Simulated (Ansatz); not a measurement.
# Y4S3N2 (C2/m):V_S (site 2), thermodynamic levels from a 54-atom cell, part 2 of 2

Aim: at which Fermi levels does V_S (site 2) in Y4S3N2 (C2/m) change its charge? The model is a cell of 54 host atoms with 1 S taken out.

Ansatz; place-levels on PBEsol runs: charge-transition levels and formation energies with image-charge correction and potential alignment at the atomic sites.

So far: Starting point; Charge states.

## 3. Placing the levels, PBEsol

A charged cell interacts with its images and the background, and its potential has another zero than the host's. place-levels removes the first by a point-charge model, screened by the static dielectric constant since the ions have relaxed around the charge, and the second by comparing potentials at atoms far from the defect.

The host is a run of the defect-free crystal in the same cutoffs, grids and k-points, so that basis and sampling errors cancel in part in the differences. Its band edges come from a run of the primitive cell that searches the zone for them. Chemical potentials are energies per atom of S (S12 rings, Pnnm, not the stable S8 form), run with the same functional and cutoff.

Input file levels.point.yaml:

```yaml
host:
  run: host.point.run
  levels_from: { run: edges.point.run }
states: [qm1_M1.point.run, q0.point.run, qp1_M1.point.run, qp2.point.run, q0_M2.point.run]
geometry_from:
  qm1_M1.point.run: qm1_M1.relax.run
  q0.point.run: q0.relax.run
  qp1_M1.point.run: qp1_M1.relax.run
  qp2.point.run: qp2.relax.run
  q0_M2.point.run: q0_M2.relax.run
  host.point.run: host.relax.run
chemical_potentials:
  S:
    energy: -884.879081
    dataset: "<sha256 of the dataset>"
epsilon: [6.75, 7.0, 6.49]
static_epsilon:
  - [14.06, 0.0, 1.03]
  - [0.0, 17.01, 0.0]
  - [1.03, 0.0, 13.95]
vertical:
  - { from: qm1_M1.point.run, to: qm1_M1.point_neutral.run }
  - { from: qp1_M1.point.run, to: qp1_M1.point_neutral.run }
  - { from: qp2.point.run, to: qp2.point_neutral.run }
```

Launch:

```
$ ansatz place-levels levels.point.yaml -- --threads 4 --pin off --max-ram 7536MiB
```

Numbers of over 12 decimals in the logs are rounded to 6 here.

Output:

```text
[... repeated set-up lines and file paths are left out, and long positions are rounded to six places ...]
(+2/+1) 0.363 eV above the valence edge, 0.904 eV under the conduction edge
(+1/0) 1.050 eV above the valence edge, 0.217 eV under the conduction edge
(0/-1) 1.299 eV above the valence edge (+1.533 eV without the band-filling correction), in the conduction band
formation energy of charge +2: +3.154 eV with the Fermi level at the valence edge
formation energy of charge +1: +3.517 eV with the Fermi level at the valence edge
formation energy of charge 0: +4.566 eV with the Fermi level at the valence edge
formation energy of charge -1: +5.865 eV with the Fermi level at the valence edge
vertical -1 to 0: no energy, since no alignment is typed
  the change from vertical[0].from (qm1_M1.point.run) to vertical[0].to (qm1_M1.point_neutral.run): by its potential at epsilon [6.75, 7, 6.49] it stands at 1.000 1.000 1.000, with an rms radius of about 5.4 Å (2.3 4.6 1.5 Å across the planes of the cell's [...]
vertical +1 to 0: no energy, since no alignment is typed
  the change from vertical[1].from (qp1_M1.point.run) to vertical[1].to (qp1_M1.point_neutral.run): by its potential at epsilon [6.75, 7, 6.49] it stands at 0.500 0.500 1.000, with an rms radius of about 2.4 Å (1.2 1.9 0.9 Å across the planes of the cell's [...]
vertical +2 to 0: no energy, since no alignment is typed
  the change from vertical[2].from (qp2.point.run) to vertical[2].to (qp2.point_neutral.run): by its potential at epsilon [6.75, 7, 6.49] it stands at 0.500 0.500 0.000, with an rms radius of about 3.3 Å (1.9 2.5 1.1 Å across the planes of the cell's [...]
  edges by pbesol of host.levels_from (edges.point.run), its mesh sampled to repeats of 30.33 Å (the valence edge +0.154 eV and the conduction edge -0.183 eV from those of the host's own run), gap 1.266 eV; the host is sampled to repeats of 20.33 Å
  the defect's cells are sampled to repeats of 20.33 Å, like sampling
  charge +2: -110789.8658 eV with its correction of +0.058 eV, at epsilon [[14.06, 0, 1.03], [0, 17.01, 0], [1.03, 0, 13.95]], aligned at sites: -0.2355 eV, mean over 29 atomic sites at or beyond 4.88 Å from the defect at [0.5000, 0.5000, 0.0000], with [...]
  charge +1: -110781.2120 eV with its correction of -0.088 eV, at epsilon [[14.06, 0, 1.03], [0, 17.01, 0], [1.03, 0, 13.95]], aligned at sites: -0.2201 eV, mean over 29 atomic sites at or beyond 4.88 Å from the defect at [0.5000, 0.5000, 0.0000], with [...]
  charge 0: +0.000 eV for its dipole among its images, +0.000 omitted
  charge -1: -110762.0467 eV with its correction of +0.276 eV, at epsilon [[14.06, 0, 1.03], [0, 17.01, 0], [1.03, 0, 13.95]], aligned at sites: -0.1441 eV, mean over 29 atomic sites at or beyond 4.88 Å from the defect at [0.5000, 0.5000, 0.0000], with [...]
  charge 0: states[4] (q0_M2.point.run) stands 0.302 eV higher, with a moment of 2.00 μB against 0.00
  of states[3] (qp2.point.run): it parts from the run at its places by a charge that spreads by about 2.5 Å along one vector (2 Å or more is wide), by its potential at epsilon [6.75, 7, 6.49], taken for that of held ions (one typed too small widens it), where [...]
  of states[2] (qp1_M1.point.run): its displacements don't fall off away from the defect: farther atoms stand 0.025 Å off the host's places. [...]
  of states[0] (qm1_M1.point.run): it parts from the run at its places by a charge that spreads by about 4.6 Å along one vector (2 Å or more is wide), by its potential at epsilon [6.75, 7, 6.49], taken for that of held ions (one typed too small widens it), [...]
  of states[4] (q0_M2.point.run): its displacements don't fall off away from the defect: farther atoms stand 0.026 Å off the host's places. [...]
  of vertical[0].from (qm1_M1.point.run): its displacements don't fall off away from the defect: farther atoms stand 0.02 Å off the host's places. [...]
  of vertical[0].to (qm1_M1.point_neutral.run): its displacements don't fall off away from the defect: farther atoms stand 0.02 Å off the host's places. [...]
  of vertical[1].from (qp1_M1.point.run): its displacements don't fall off away from the defect: farther atoms stand 0.025 Å off the host's places. [...]
  of vertical[1].to (qp1_M1.point_neutral.run): its displacements don't fall off away from the defect: farther atoms stand 0.025 Å off the host's places. [...]
  of vertical[2].from (qp2.point.run): its displacements don't fall off away from the defect: farther atoms stand 0.05 Å off the host's places. [...]
  vertical[2].to (qp2.point_neutral.run): levels filled in part (TS 0.008 eV): its energy is of no whole electron's
  of vertical[2].to (qp2.point_neutral.run): its displacements don't fall off away from the defect: farther atoms stand 0.05 Å off the host's places. [...]
```

It took 0.54 s on 4 threads of Arm Neoverse V1, shared host.

Under PBEsol the gap is 1.27 eV, (+2/+1) 0.36, (+1/0) 1.05, (0/−1) 1.30 (outside the gap) (with band filling) eV.

Levels between the charges placed, in eV above the valence top:

```
        gap (eV)  (+2/+1)  (+1/0)  (0/−1)
PBEsol      1.27     0.36    1.05    1.30
```

Corrections by state:

```
charge  moment (μB)  image terms and alignment (eV)  band filling (eV)                                  ε used  over the lowest of its charge, as the program ranks them, band filling apart (eV)
    +2          0.0                           0.058                  -  principal values (12.97, 15.04, 17.01)                                                                              0.000
    +1          1.0                          -0.088                  -  principal values (12.97, 15.04, 17.01)                                                                              0.000
     0          0.0                           0.000                  -                                       -                                                                              0.000
    −1          1.0                           0.276             -0.235  principal values (12.97, 15.04, 17.01)                                                                              0.000
     0          2.0                           0.000                  -                                       -                                                                              0.302
```

The charged structures listed were also run neutral, and place-levels reads from each pair, by the potential or the spins, how wide the charge is by which they differ; that can be the carrier of either run.

```
charge  rms radius (Å)  spread where it is widest against the cell (Å)  wide from (Å)  reading
    +2             3.3                                            2.50           1.97     wide
    +1             2.4                                            1.91           1.97   narrow
    −1             5.4                                            4.61           1.97     wide
```

The neutral runs of these pairs need not share the spin of the lowest neutral state, and very wide values only mean spread over the cell.

From the program's caveats on the states, each cut to its opening words:

- charge +2: it parts from the run at its places by a charge that spreads by about 2.5 Å along one vector (2 Å or more is wide), by its potential at epsilon [6.75, 7, [...]
- charge +2: its sublattices stand up to 0.0286 Å off the host's, which by the two runs' forces adds about +0.03 eV to its energy against the host's, and moves the band [...]
- charge +2: its displacements don't fall off away from the defect: farther atoms stand 0.05 Å off the host's places
- charge +1 (1 μB): its displacements don't fall off away from the defect: farther atoms stand 0.025 Å off the host's places
- charge −1 (1 μB): it parts from the run at its places by a charge that spreads by about 4.6 Å along one vector (2 Å or more is wide), by its potential at epsilon [6.75, 7, [...]
- charge −1 (1 μB): a band-filling correction moves a carrier to the host's band edge, which changes its energy by -0.235 eV
- charge −1 (1 μB): its alignment with the host at atomic sites is doubtful: the mean over the far sites moves by -0.0558 eV from their farther parts to their nearer, more than [...]
- charge −1 (1 μB): its sublattices stand up to 0.0195 Å off the host's, which by the two runs' forces adds about -0.02 eV to its energy against the host's, and moves the band [...]
- charge −1 (1 μB): its displacements don't fall off away from the defect: farther atoms stand 0.02 Å off the host's places
- charge 0 (2 μB): its displacements don't fall off away from the defect: farther atoms stand 0.026 Å off the host's places
- charge 0 (2 μB): its moments are held at its close (magnetization.spin_locking), by a field of 0.018 eV a Bohr magneton, and its energy and levels are of the state that this [...]

Chemical potentials of the elements' reference phases, run alike. Formation energy by charge state (elemental references; gap 1.27 eV):

```
charge  at valence top (eV)  at conduction bottom (eV)  correction included (eV)
    +2                 3.15                       5.69                      0.06
    +1                 3.52                       4.78                     -0.09
     0                 4.57                       4.57                      0.00
    −1                 5.86                       4.60                      0.04
```

(Fermi level (eV), lowest formation energy (eV)): (0.00, 3.15), (0.12, 3.38), (0.23, 3.61), (0.35, 3.84), (0.46, 3.98), (0.58, 4.09), (0.69, 4.21), (0.81, 4.32), (0.92, 4.44), (1.04, 4.55), (1.15, 4.57), (1.27, 4.57)

## 4. The same at the relaxations' own k-points

The relaxations' own energies give the levels at their sampling, for comparison.

Input file levels.relax_mesh.yaml:

```yaml
host:
  run: host.relax.run
  levels_from: { run: edges.relax.run }
states: [qm1_M1.relax.run, q0.relax.run, qp1_M1.relax.run, qp2.relax.run, q0_M2.relax.run]
chemical_potentials:
  S:
    energy: -884.879081
    dataset: "<sha256 of the dataset>"
```

Launch:

```
$ ansatz place-levels levels.relax_mesh.yaml -- --threads 4 --pin off --max-ram 7536MiB
```

Output:

```text
(+2/+1) 0.383 eV above the valence edge, 0.883 eV under the conduction edge
(+1/0) 1.062 eV above the valence edge, 0.204 eV under the conduction edge
[...]
formation energy of charge +2: +3.088 eV with the Fermi level at the valence edge
formation energy of charge +1: +3.472 eV with the Fermi level at the valence edge
formation energy of charge 0: +4.534 eV with the Fermi level at the valence edge
formation energy of charge -1: +5.843 eV with the Fermi level at the valence edge
  edges by pbesol of host.levels_from (edges.relax.run), its mesh sampled to repeats of 30.33 Å (the valence edge +0.154 eV and the conduction edge -0.214 eV from those of the host's own run), gap 1.266 eV; the host is sampled to repeats of 14.99 Å
[... the lines on each state left out ...]
```

It took 0.2 s on 4 threads.

Levels between neighbouring charges, in eV above the valence top:

```
                        gap (eV)  (+2/+1)  (+1/0)  (0/−1)
one point at (¼, ¼, ¼)      1.27     0.38    1.06    1.31
  a 2×2×2 shifted mesh      1.27     0.36    1.05    1.30
```

Going from one point at (¼, ¼, ¼) to a 2×2×2 shifted mesh moves the levels that carry no band-filling term by up to 0.02 eV and formation energies against the elements by up to 0.07 eV; band-filling terms, which differ between samplings, are in these energies.

## 5. place-levels, r2SCAN

r2SCAN on the same structure is run to see how far the result rests on the functional, though not on the errors that semilocal functionals share; the sampling changes too, to one point at (¼, ¼, ¼), so differences hold both changes.

Input file qm1_M1.r2scan/input.yaml:

```yaml
crystal:
  checkpoint: "../qm1_M1.relax.run"
  host: checkpoint
total_charge: -1
basis:
  ecutwfc: 500
  xc_grid: 2
hamiltonian:
  xc: r2scan
kpoints:
  mp_grid: { grid: [1, 1, 1], shift: [0.25, 0.25, 0.25] }
magnetization:
  spin_polarized: true
  initial_magnetization: 1
  spin_locking: { lock_magnetization: hard }
scf:
  occupations: { method: fermi_dirac, width: 0.01 }
  max_iter: 80
output:
  forces: true
  eigenvalues: true
  charged_corrections:
    epsilon: [6.75, 7.0, 6.49]
    static_epsilon: [[14.06, 0.0, 1.03], [0.0, 17.01, 0.0], [1.03, 0.0, 13.95]]
    defect_position: [0.5, 0.5, 0.0]
  eigenstates: { localisation: true }
  populations: true
  efg: {}
  band_densities: [{ bands: [v1, v1] }, { bands: [c1, c1] }]
  write_density: true
  write_potential: true
  volumetric_format: npy
  elf: true
checkpoint:
  write: "../qm1_M1.r2scan.run"
  compress: false
  write_wavefunctions: false
  write_every: 100000
```

Elapsed: 3 min, on 4 threads; peak memory 4.4 GiB; 12 min of CPU time.

Input file levels.r2scan.yaml:

```yaml
host:
  run: host.r2scan.run
  levels_from: { run: edges.r2scan.run }
states: [qm1_M1.r2scan.run, q0.r2scan.run, qp1_M1.r2scan.run, qp2.r2scan.run, q0_M2.r2scan.run]
geometry_from:
  qm1_M1.r2scan.run: qm1_M1.relax.run
  q0.r2scan.run: q0.relax.run
  qp1_M1.r2scan.run: qp1_M1.relax.run
  qp2.r2scan.run: qp2.relax.run
  q0_M2.r2scan.run: q0_M2.relax.run
  host.r2scan.run: host.relax.run
chemical_potentials:
  S:
    energy: -905.805179
    dataset: "<sha256 of the dataset>"
```

Launch:

```
$ ansatz place-levels levels.r2scan.yaml -- --threads 4 --pin off --max-ram 7536MiB
```

Output:

```text
(+2/+1) 0.413 eV above the valence edge, 1.219 eV under the conduction edge
(+1/0) 1.283 eV above the valence edge, 0.349 eV under the conduction edge
[...]
formation energy of charge +2: +3.189 eV with the Fermi level at the valence edge
formation energy of charge +1: +3.602 eV with the Fermi level at the valence edge
formation energy of charge 0: +4.885 eV with the Fermi level at the valence edge
formation energy of charge -1: +6.579 eV with the Fermi level at the valence edge
  edges by r2scan of host.levels_from (edges.r2scan.run), its mesh sampled to repeats of 30.33 Å (the valence edge +0.149 eV and the conduction edge -0.216 eV from those of the host's own run), gap 1.632 eV; the host is sampled to repeats of 14.99 Å
[... the lines on each state left out ...]
```

Wall time 0.34 s (4 threads).

Under r2SCAN the gap is 1.63 eV, (+2/+1) 0.41, (+1/0) 1.28, (0/−1) 1.69 (outside the gap) (with band filling) eV.

## 6. Another choice

In this try the input is made faulty on purpose, to show what that does.

Another version of the file is tried.

levels.try0.yaml is levels.point.yaml with these lines changed:

```diff
+defect_position:
+  qm1_M1.point.run: [0.62, 0.62, 0.12]
+  qp1_M1.point.run: [0.0, 0.0, 0.5]
+  qp2.point.run: [0.0, 0.0, 0.5]
```

Launch:

```
$ ansatz place-levels levels.try0.yaml -- --threads 4 --pin off --max-ram 7536MiB
```

Output:

```text
Error: states: the alignment at the far atoms does not stand for every charged run (states[2] (qp1_M1.point.run): no potential alignment: what the cell's atoms and the host's sites leave over but for strayed atoms and the sites that these left (strays [...]
```

The change: the charge placed away from the defect.

No levels were formed: the file was rejected.

## 7. Cost and result

Levels between neighbouring charges, in eV above each run's own valence top:

```
                                        gap (eV)  (+2/+1)  (+1/0)  (0/−1)  CPU time a state at this stage (restarts are quicker than cold starts)
            PBEsol, 2×2×2 shifted mesh      1.27     0.36    1.05    1.30                                                                  11 min
r2SCAN on PBEsol structures, (¼, ¼, ¼)      1.63     0.41    1.28    1.69                                                                 8.3 min
```

## 8. Results

| Quantity | Value |
| --- | --- |
| gap of the host | 1.27 eV (PBEsol) |
| level (plus 2/plus 1) | 0.36 eV above the valence top |
| level (plus 1/0) | 1.05 eV above the valence top |
| level (0/minus 1) | 1.30 eV above the valence top, past the conduction bottom (1.53 eV above the valence top without the band-filling term) |
| lowest of the charges placed, just above the valence top (0.02 eV) | +2 |
| lowest of the charges placed, just below the conduction bottom (0.02 eV) | 0 |
| lowest formation energy at mid-gap of the charges run, elemental references | 4.15 eV |

What this shows: Of the charges placed (−1, 0, +1 and +2), the lowest changes at 0.36 eV (+2/+1) and 1.05 eV (+1/0) above the valence top, in a gap of 1.27 eV. Charges above +2 were not placed, so these runs say nothing of levels that involve them. States placed: +2 at 0 μB; +1 at 1 μB; 0 at 0 μB and 2 μB; −1 at 1 μB. Other spin states or structures, where not listed, weren't placed. The program finds carriers beyond a band edge of the host and adds a band-filling term at charge −1 (-0.23 eV); steps to such a charge show no bound level, and a defect level inside a band would be read the same way. Going from one point at (¼, ¼, ¼) to a 2×2×2 shifted mesh moves the levels that carry no band-filling term by up to 0.02 eV and formation energies against the elements by up to 0.07 eV; band-filling terms, which differ between samplings, are in these energies. The program doubts the alignment of potentials for at least one state, a sign that the cell is small. Limits: PBEsol makes the gap too small and tends to spread out bound carriers; where a gas molecule sets a chemical potential or the host's formation energy, its binding is uncorrected.

[Logs are printed without paths, hosts, clocks, repeated set-up lines and the standing remarks that a program may print on its own settings, such as how far it seeks lower states.]

[Hosts, paths, dates, database ids (printed as entryN), source tags and the programs' standing remarks are cut or masked in the printed files.]

[Where a table of states has a column of steps, it counts the stored structures, which are thinned; the runs took as many ionic steps or more.]

[A defect's name tells the site on which it was built; relaxed atoms can leave that site.]

[For some hosts the program warned that the k-mesh of the response run may be too coarse for force constants and the static dielectric constant; such warnings are not shown here.]
